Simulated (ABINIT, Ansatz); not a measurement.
# Hf (Hafnium): from the cell to the phonon bands, part 4 of 4

How does Hf (Hafnium) vibrate, and is this structure a minimum?

ABINIT 10.8.3; DFT PBE, scalar-relativistic, plane waves, PseudoDojo norm-conserving pseudopotentials.

So far, highest frequency (cm⁻¹): step 7 (interpolated phonon bands) 150.

## (9) A second program

A second program on the same cell, potentials, cutoff and meshes tests the implementation of the phonon response, not its convergence.

This step: DFT PBE, scalar-relativistic, plane waves, PseudoDojo norm-conserving pseudopotentials (Ansatz 0.2.0).

Contents of input.yaml:

```yaml
crystal:
  lattice:
    - [3.2046017293, 0.0, 0.0]
    - [-1.6023008646, 2.7752665066, 0.0]
    - [0.0, 0.0, 5.0735671451]
  atoms:
    - { symbol: Hf, position: [0.3333333333, 0.6666666667, 0.25] }
    - { symbol: Hf, position: [0.6666666667, 0.3333333333, 0.75] }
kpoints:
  mp_grid: { grid: [12, 12, 6] }
hamiltonian:
  xc: pbe
  pseudopotentials: { kind: nc, accuracy: standard }
scf:
  occupations: { method: gaussian, width: 0.27211 }
output:
  eigenvalues: true
basis:
  ecutwfc: 680.285
phonons:
  method: dfpt
  qmesh: [3, 3, 2]
  temperatures: { t_max: 1000, t_step: 50 }
  qpath:
    path:
      - [[0.0, 0.0, 0.0], [0.5, 0.0, 0.0], [0.33333333, 0.33333333, 0.0], [0.0, 0.0, 0.0], [0.0, 0.0, 0.5], [0.5, 0.0, 0.5], [0.33333333, 0.33333333, 0.5], [0.0, 0.0, 0.5]]
      - [[0.5, 0.0, 0.5], [0.5, 0.0, 0.0]]
      - [[0.33333333, 0.33333333, 0.5], [0.33333333, 0.33333333, 0.0]]
    npoints: 10
  electrical_resistivity: { temperatures: [77, 300], mesh: [36, 36, 18] }
```

Launch:

```sh
> ansatz run input.yaml --threads 4 --pin off --max-ram 16384MiB --backend cpu --events-out ev --progress --plain --runs-dir out
```

Numbers of over 12 decimals in the logs are rounded to 6 here.

Log:

```text
Warning: basis.ecutwfc = 680.285 eV is below the records' recommended 789.130201 eV, and the density's cutoff is lower with it unless basis.ecutrho_ratio is high enough to keep the records' density cutoff: compare with a run at a higher cutoff
Engine: ansatz 0.2.0, x86_64-unknown-linux-gnu
Pseudopotentials: kind: nc
Pseudopotential: Hf, nc, valence charge 12, recommended cutoff 789.130201 eV (normal), Hf.nc.azcp (PseudoDojo's, or run here from an input of PseudoDojo's; its table is named by hamiltonian.pseudopotentials.accuracy)
Functional definition: PBE
  parameter kappa = 0.804
  parameter beta = 0.066725
  exchange = pbe_x(kappa = kappa, mu = beta*pi^2/3)
  correlation = pbe_c(beta = beta)
Crystal: 2 atoms, lattice volume = 45.122 Å³
Basis set: ecut = 680.285 eV, 1797 PW (Γ), exchange–correlation on 60×60×96 points (8 copies of the dense FFT grid, shifted against one another)
Bands: 16, of which v1, the nominal top of the filled ones, is band 12 counted from 1 (11 counted from 0)
Symmetry: 24 space group operations
k-points: 76 of 864
Non-local potential: Hf, projectors of the file, l = 0: 2, l = 1: 2, l = 2: 2, l = 3: 2
Initial density: superposition of atomic densities (chi_scale 0.1, normalization cell)
Initial wavefunctions: pseudopotential atomic-orbital guess
Functional: x = pbe(κ = 0.804, μ = 0.219515), c = pbe(β = 0.066725)
SCF iter   1: F=—  HF=-3070.385709 eV  |F-HF|=—  |Δ(HF+E_count)|=         —  Δρ=3.24e-2  dr2=5.75e-1  ethr=3.10e-3  ⟨swp⟩=5.8  Hψ=14029  notcnv=0
automatic band count: the SCF goes on with 20 bands, as 16 were too few: they end inside the smearing window of the response
preconditioner: auto → none  [metal: Δε(μ)=0.037 eV  Ē_g=6.008 eV  σ=0.272 eV  W_gap=0.08  n_scr=8 (ndim 8)  ℏωp=15.6 eV  f_vac=0.000  D(μ)=1.54/eV (n_scr^D=10)  sad-step TF]
SCF iter   2: F=—  HF=-3070.278555 eV  |F-HF|=—  |Δ(HF+E_count)|=   1.07e-1  Δρ=2.11e-2  dr2=2.40e-1  ethr=2.39e-3  ⟨swp⟩=1.1  Hψ=2148  notcnv=0
SCF iter   3: F=—  HF=-3070.207751 eV  |F-HF|=—  |Δ(HF+E_count)|=   7.08e-2  Δρ=9.35e-4  dr2=1.57e-4  ethr=9.99e-4  ⟨swp⟩=3.0  Hψ=2618  notcnv=0
SCF iter   4: F=—  HF=-3070.207767 eV  |F-HF|=—  |Δ(HF+E_count)|=   1.67e-5  Δρ=2.26e-4  dr2=7.51e-6  ethr=6.55e-7  ⟨swp⟩=3.0  Hψ=2678  notcnv=0
SCF iter   5: F=—  HF=-3070.207772 eV  |F-HF|=—  |Δ(HF+E_count)|=   5.05e-6  Δρ=4.33e-5  dr2=4.13e-7  ethr=3.13e-8  ⟨swp⟩=2.7  Hψ=2284  notcnv=0
SCF iter   6: F=—  HF=-3070.207773 eV  |F-HF|=—  |Δ(HF+E_count)|=   1.26e-7  Δρ=4.91e-6  dr2=7.06e-9  ethr=1.72e-9  ⟨swp⟩=2.4  Hψ=2017  notcnv=0  defer=68
SCF iter   7: F=—  HF=-3070.207773 eV  |F-HF|=—  |Δ(HF+E_count)|=  2.08e-10  Δρ=5.97e-7  dr2=1.11e-10  ethr=2.94e-11  ⟨swp⟩=2.7  Hψ=2464  notcnv=0  defer=76
SCF iter   8: F=-3070.207773 eV  HF=-3070.207773 eV  |F-HF|=4.55e-13  |Δ(HF+E_count)|=  4.96e-11  Δρ=8.30e-8  dr2=2.17e-12  ethr=1.00e-12  ⟨swp⟩=15.1  Hψ=10377  notcnv=0
SCF 1 converged in 8 iterations: F = -3070.207773 eV  dr2 = 2.17e-12
NSCF: frozen V_eff on 76 k-points
NSCF: frozen V_eff on 172 k-points
DFPT response loops at q = (0, 0, 0) (fractional): preconditioner auto → Kerker (q_TF=auto, 2.456 Å⁻¹) (partly filled bands, converged f_vac=0.000); β = 1.00, the filter's whole step (`scf.mixing.beta` (0.50) is not read by the response loops under this deck's `scf.mixing.preconditioner`; to damp them name `kerker` or `kerker_dos`, under which they read `scf.mixing.beta`, and type it under 1.00, their step now; both keys bind the ground state too); Broyden in place of MSR1
NSCF: frozen V_eff on 344 k-points
DFPT response loops at q = (0, 0, -0.5) (fractional): mixed as the last ones told, above
NSCF: frozen V_eff on 624 k-points
DFPT response loops at q = (0, 0.333333, 0) (fractional): mixed as the last ones told, above
NSCF: frozen V_eff on 624 k-points
DFPT response loops at q = (0, 0.333333, -0.5) (fractional): mixed as the last ones told, above
NSCF: frozen V_eff on 624 k-points
DFPT response loops at q = (0.333333, 0.333333, 0) (fractional): mixed as the last ones told, above
NSCF: frozen V_eff on 624 k-points
DFPT response loops at q = (0.333333, 0.333333, -0.5) (fractional): mixed as the last ones told, above
Bands: 20, of which v1, the nominal top of the filled ones, is band 12 counted from 1 (11 counted from 0)
SCF iter   1: F=—  HF=-3070.385709 eV  |F-HF|=—  |Δ(HF+E_count)|=         —  Δρ=3.24e-2  dr2=5.75e-1  ethr=3.10e-3  ⟨swp⟩=5.8  Hψ=7900  notcnv=0
SCF iter   2: F=—  HF=-3070.278555 eV  |F-HF|=—  |Δ(HF+E_count)|=   1.07e-1  Δρ=2.11e-2  dr2=2.40e-1  ethr=2.39e-3  ⟨swp⟩=1.1  Hψ=2148  notcnv=0
SCF iter   3: F=—  HF=-3070.207751 eV  |F-HF|=—  |Δ(HF+E_count)|=   7.08e-2  Δρ=9.35e-4  dr2=1.57e-4  ethr=9.99e-4  ⟨swp⟩=3.0  Hψ=2618  notcnv=0
SCF iter   4: F=—  HF=-3070.207767 eV  |F-HF|=—  |Δ(HF+E_count)|=   1.67e-5  Δρ=2.26e-4  dr2=7.51e-6  ethr=6.55e-7  ⟨swp⟩=3.0  Hψ=2678  notcnv=0
SCF iter   5: F=—  HF=-3070.207772 eV  |F-HF|=—  |Δ(HF+E_count)|=   5.05e-6  Δρ=4.33e-5  dr2=4.13e-7  ethr=3.13e-8  ⟨swp⟩=2.7  Hψ=2284  notcnv=0
SCF iter   6: F=—  HF=-3070.207773 eV  |F-HF|=—  |Δ(HF+E_count)|=   1.26e-7  Δρ=4.91e-6  dr2=7.06e-9  ethr=1.72e-9  ⟨swp⟩=2.4  Hψ=2017  notcnv=0  defer=68
SCF iter   7: F=—  HF=-3070.207773 eV  |F-HF|=—  |Δ(HF+E_count)|=  2.08e-10  Δρ=5.97e-7  dr2=1.11e-10  ethr=2.94e-11  ⟨swp⟩=2.7  Hψ=2464  notcnv=0  defer=76
SCF iter   8: F=-3070.207773 eV  HF=-3070.207773 eV  |F-HF|=1.36e-12  |Δ(HF+E_count)|=  8.82e-11  Δρ=8.32e-8  dr2=2.19e-12  ethr=1.00e-12  ⟨swp⟩=4.5  Hψ=4304  notcnv=0
SCF 2 converged in 8 iterations: F = -3070.207773 eV  dr2 = 2.19e-12
NSCF: frozen V_eff on 76 k-points
NSCF: frozen V_eff on 95 k-points
[...]
SCF converged after 8 iterations
Free energy (F): -3070.207773 eV
Harris-Foulkes:  -3070.207773 eV  (|F-HF|=4.55e-13)
Internal energy: -3070.144946 eV  (E = F + TS)
E sigma→0 (E₀):  -3070.176359 eV
Entropy (-TS):   -0.062827 eV (-31.413 meV/atom)
Fermi energy:    14.471301 eV
--- Per-component energies (eV) ---
  E_band       = -283.889820
  E_kinetic    = 786.875456
  E_local      = -1498.513312  (includes V_loc(G=0)·N_el)
  E_nonlocal   = 148.544698
  E_hartree    = 387.555188
  E_xc         = -775.496539
  E_vxc        = -495.907000  (∫ρ·V_xc dr)
  E_ewald      = -2119.110437
  E_smearing   = -0.062827  (= −TS)
  E_closure    = 0.000000  (closes the sum)
  Σ components = -3070.207773   (vs F -3070.207773, Δ=0.00e0)
--- Band table (eV; the first three rows and the last of 76) ---
  k-point 0: bands = [... 8 lower, 7.1314, 10.7978, 15.0817, 15.6692, 15.6692, 15.9402, 16.4808, 16.4808, ... 4 higher]
  k-point 1: bands = [... 8 lower, 7.3826, 10.6497, 14.7689, 15.5454, 15.5454, 15.7219, 16.2819, 16.2819, ... 4 higher]
  k-point 2: bands = [... 8 lower, 8.0882, 10.0721, 14.4361, 15.1876, 15.4454, 15.4454, 15.8843, 15.8843, ... 4 higher]
  k-point 75: bands = [... 8 lower, 12.7454, 12.7454, 13.0377, 13.0377, 14.2761, 14.2761, 17.0010, 17.0010, ... 4 higher]
--- Phonons (Γ-DFPT): 2 representative perturbations + reference (Σ response iterations 8) ---
  ASR residual: 5.976e-5 → 0.000e0 eV/Å²; symmetrization residual: 2.564e-10 eV/Å²
  ASR residual per site (eV/Å²): 5.98e-5 5.98e-5
  Γ frequencies (cm⁻¹): 0.00 0.00 0.00 77.87 77.87 102.46
--- Phonons (arbitrary-q DFPT): 6 irreducible q on the 3×3×2 mesh ---
  q = [0.0000, 0.0000, 0.0000] (star 1, of the zone-centre solve; hermiticity 7.44e-11, symmetrization 3.72e-11): 0.00 0.00 0.00 77.87 77.87 102.46
  q = [0.0000, 0.0000, -0.5000] (star 1, 2 solved perturbations in 248 linear systems a pass and spin channel, the states on 172 of 864 k-point pairs; hermiticity 4.02e-9, symmetrization 2.01e-9): 55.09 55.09 55.09 55.09 105.87 105.87
  q = [0.0000, 0.3333, 0.0000] (star 6, 3 solved perturbations on 312 of 864 k-point pairs; hermiticity 1.37e-8, symmetrization 3.06e-10): 55.19 63.60 110.05 113.04 113.33 127.99
  q = [0.0000, 0.3333, -0.5000] (star 6, 3 solved perturbations on 312 of 864 k-point pairs; hermiticity 1.81e-8, symmetrization 2.54e-10): 89.42 89.42 90.93 90.93 137.07 137.07
  q = [0.3333, 0.3333, 0.0000] (star 2, 2 solved perturbations in 436 linear systems a pass and spin channel, the states on 312 of 864 k-point pairs; hermiticity 3.46e-9, symmetrization 1.73e-9): 98.42 98.42 108.63 108.63 112.18 150.24
  q = [0.3333, 0.3333, -0.5000] (star 2, 2 solved perturbations in 436 linear systems a pass and spin channel, the states on 312 of 864 k-point pairs; hermiticity 3.38e-9, symmetrization 1.69e-9): 56.40 56.40 133.49 133.49 141.33 141.33
  sum rule: each row above includes the acoustic sum rule's correction from the zone centre's row sums; it moved no ω² by more than (0.30 cm⁻¹)²
  mesh force constants: q→R imaginary residual 1.20e-16; ASR residual 5.976e-5 → 0.000e0 eV/Å²; symmetrization residual 7.105e-15 eV/Å²
  interpolated dispersion: 93 rows × 6 modes
  density of states and harmonic sums: on the 24×24×12 q-mesh, interpolated from the force constants of a 3×3×2 supercell (no non-analytic term)
  largest difference from the sums on the solved wave vectors: F 4.06e-2 eV, S 5.49e-5 and C_V 1.43e-5 eV/K
  zero-point energy: 0.037158 eV/cell   skipped modes (ω ≤ 0): 3   left out of the sums: 7.23e-5 of the cell's modes: C_V's classical limit lies that fraction below 3 k_B per atom; for a crystal, a wire or a layer, F and S can be off by more, and a phonons.interpolated_qmesh denser along its periods is the remedy for the sampling
--- Electrical resistivity: potentials and phonons of a 3×3×2 supercell ---
  scattering by harmonic phonons alone, with no dipole-dipole term; scattering by other electrons, impurities, surfaces and spin disorder is left out, and so is spin–orbit coupling
  the resistivity is that of a variational response, whose dependence on the energy is improved iteratively
  at the Fermi level of each mesh (of a tensor a third of its trace):
           mesh   spin    states/(eV spin)  plasma energy (eV)         λ      λ_tr    ħω_log (meV)
       36×36×18                     0.6819              4.1176    0.3922    0.4309          10.781
        18×18×9                     0.6944              4.1073    0.3980    0.4360          10.780
  resistivity on the deck's mesh, µΩ·cm:
     T (K)       trace/3  mesh converged            xx            yy            zz    lowest order   relaxation time
     77.00      5.8676e0             yes      6.0086e0      6.0086e0      5.5855e0        6.1675e0          5.4463e0
    300.00      3.0155e1             yes      3.0850e1      3.0850e1      2.8767e1        3.0894e1          2.7961e1
  mean free path at 77 K (of a tensor a third of its trace): 26.9 nm by what each carries, 24.1 by the Fermi surface alone
  Hall coefficient in a weak field at 77 K (a third of the trace): -8.318e-11 m³/C (as a tensor it moves by 4.8 % between the two finest meshes); by each state's relaxation time: -7.600e-11 m³/C; by a constant relaxation time: -1.403e-10 m³/C
  mean free path at 300 K (of a tensor a third of its trace): 5.10 nm by what each carries, 4.69 by the Fermi surface alone
  Hall coefficient in a weak field at 300 K (a third of the trace): -9.324e-11 m³/C (as a tensor it moves by 3.2 % between the two finest meshes); by each state's relaxation time: -8.299e-11 m³/C; by a constant relaxation time: -1.376e-10 m³/C
  the resistivity times a path that all electrons share, by the Fermi surface of the deck's mesh alone (a third of the trace): 1.418e-15 Ω·m²
  not converged in the mesh (λ; λ_tr): between neighbouring meshes, the two finest first, λ moves by 1.48 %, λ_tr by 1.24 % and the resistivity by up to 1.75 %; an estimate, no bound, puts it up to 1.4e-7 % above the Boltzmann equation's exact value after up to 4 iterations (at most 30 are made, fewer where the estimate is under 1.0e-6 % of each spin channel's own resistivity)
  vibrations of 18 cells: unjudged by the run; compare a larger repeat
  the changes of the potential over all sites missed a rigid shift's by 0.00 % (the site terms' by 0.00 %)
  at the force constants' own smearing the fine mesh and the k-points of their solves give squared frequencies that differ by 1.6 % of the larger at the most, at (0.3333, 0.3333, -0.5)
```

Wall time 4.5 min (4 threads of Intel Xeon 6975P-C (Granite Rapids), shared host); peak memory 3.6 GiB; 17 min of CPU time.

This step gave:

| Item | Value |
| --- | --- |
| sum-rule residual before enforcement | 5.98e-5 eV/Å² |
| mean frequency | 99.9 cm⁻¹ |
| Debye temperature (second moment) | 193 K |
| logarithmic mean frequency | 95.2 cm⁻¹ |
| highest optical zone-centre mode (no LO-TO term) | 102.5 cm⁻¹ |
| lowest optical zone-centre mode | 77.87 cm⁻¹ |
| lowest mode on the q mesh (acoustic ones at the zone centre apart) | 55.09 cm⁻¹ |
| zero-point energy per atom | 18.58 meV |
| heat capacity at 300 K | 24.43 J/(mol atoms K) |
| vibrational entropy at 300 K | 44.75 J/(mol atoms K) |

## (10) The two compared: ABINIT PseudoDojo and Ansatz, PseudoDojo

Worked out from the results:

- root-mean-square difference: 0.06 cm⁻¹
- largest difference: 0.12 cm⁻¹
- root-mean-square difference on the path: 1.2 cm⁻¹
- largest difference on the path: 3.3 cm⁻¹

The 12 of 33 modes that differ most. Frequencies side by side:

```
q (reciprocal lattice)  mode  ABINIT PseudoDojo (cm⁻¹)  Ansatz, PseudoDojo (cm⁻¹)
                 0 0 0     4                     77.92                      77.87
                 0 0 0     5                     77.92                      77.87
            0.3333 0 0     1                     55.28                      55.19
               0 0 0.5     1                     55.21                      55.09
               0 0 0.5     2                     55.21                      55.09
               0 0 0.5     3                     55.21                      55.09
               0 0 0.5     4                     55.21                      55.09
          0.3333 0 0.5     4                     90.98                      90.93
     0.3333 0.3333 0.5     1                      56.5                       56.4
     0.3333 0.3333 0.5     2                      56.5                       56.4
     0.3333 0.3333 0.5     3                     133.5                      133.5
     0.3333 0.3333 0.5     4                     133.5                      133.5
```

At the solved wavevectors the largest difference (acoustic modes at Γ apart) is 0.08 % of the highest mode (on the interpolated path 2 %).

## (11) Results

| Quantity | Value |
| --- | --- |
| space group after relaxation | P6_3/mmc |
| volume per atom | 22.6 Å³ |
| highest optical zone-centre mode (no LO-TO term) | 102.4 cm⁻¹ |
| lowest optical zone-centre mode | 77.9 cm⁻¹ |
| q mesh | 3×3×2 |
| lowest mode on the q mesh (acoustic ones at the zone centre apart) | 55.2 cm⁻¹ |
| zero-point energy per atom | 18.6 meV |
| heat capacity at 300 K | 24.4 J/(mol atoms K) |
| vibrational entropy at 300 K | 44.7 J/(mol atoms K) |
| imaginary modes on the q mesh | none |
| largest difference from Ansatz, PseudoDojo | 0.12 cm⁻¹ |

What this shows: Hf (Hafnium) is dynamically stable on the 3×3×2 mesh; its spectrum reaches 150 cm⁻¹. At the PBE level the optical modes of Hf (Hafnium) at the zone centre run from 78 to 102 cm⁻¹. Along axes with an odd number of divisions the mesh misses the zone-boundary points at one half, where instabilities often lie; those are only interpolated. The base run prints -0.57 GPa, mostly the error of a finite basis; the relaxation, with a smoothed and higher cutoff, had brought the cell to rest. ABINIT PseudoDojo and Ansatz, PseudoDojo agree to 0.12 cm⁻¹ (0.08 % of the highest mode compared) on all solved modes but the acoustic ones at Γ. Their interpolated bands part by up to 3 cm⁻¹. These are harmonic frequencies at zero temperature: anharmonic shifts and linewidths and thermal expansion are left out. Spin-orbit coupling is left out, which can matter for the heavy elements here. In a metal the frequencies hang on the k mesh and the smearing, most of all near Kohn anomalies. Ansatz warns that the cutoff lies 14 % under the one recommended for these files; agreement at one cutoff is not convergence. Electron-phonon sums were run after this but are left out, since no second program bore their λ out within 30 %; a λ that a log prints is not taken as a result.

[Host names and launcher messages were left out of these logs when they were recorded.]

[Logs are printed without paths, hosts, clocks, repeated set-up lines and the standing remarks that a program may print on its own settings, such as how far it seeks lower states.]

[Hosts, paths, dates, database ids (printed as entryN), source tags and the programs' standing remarks are cut or masked in the printed files.]
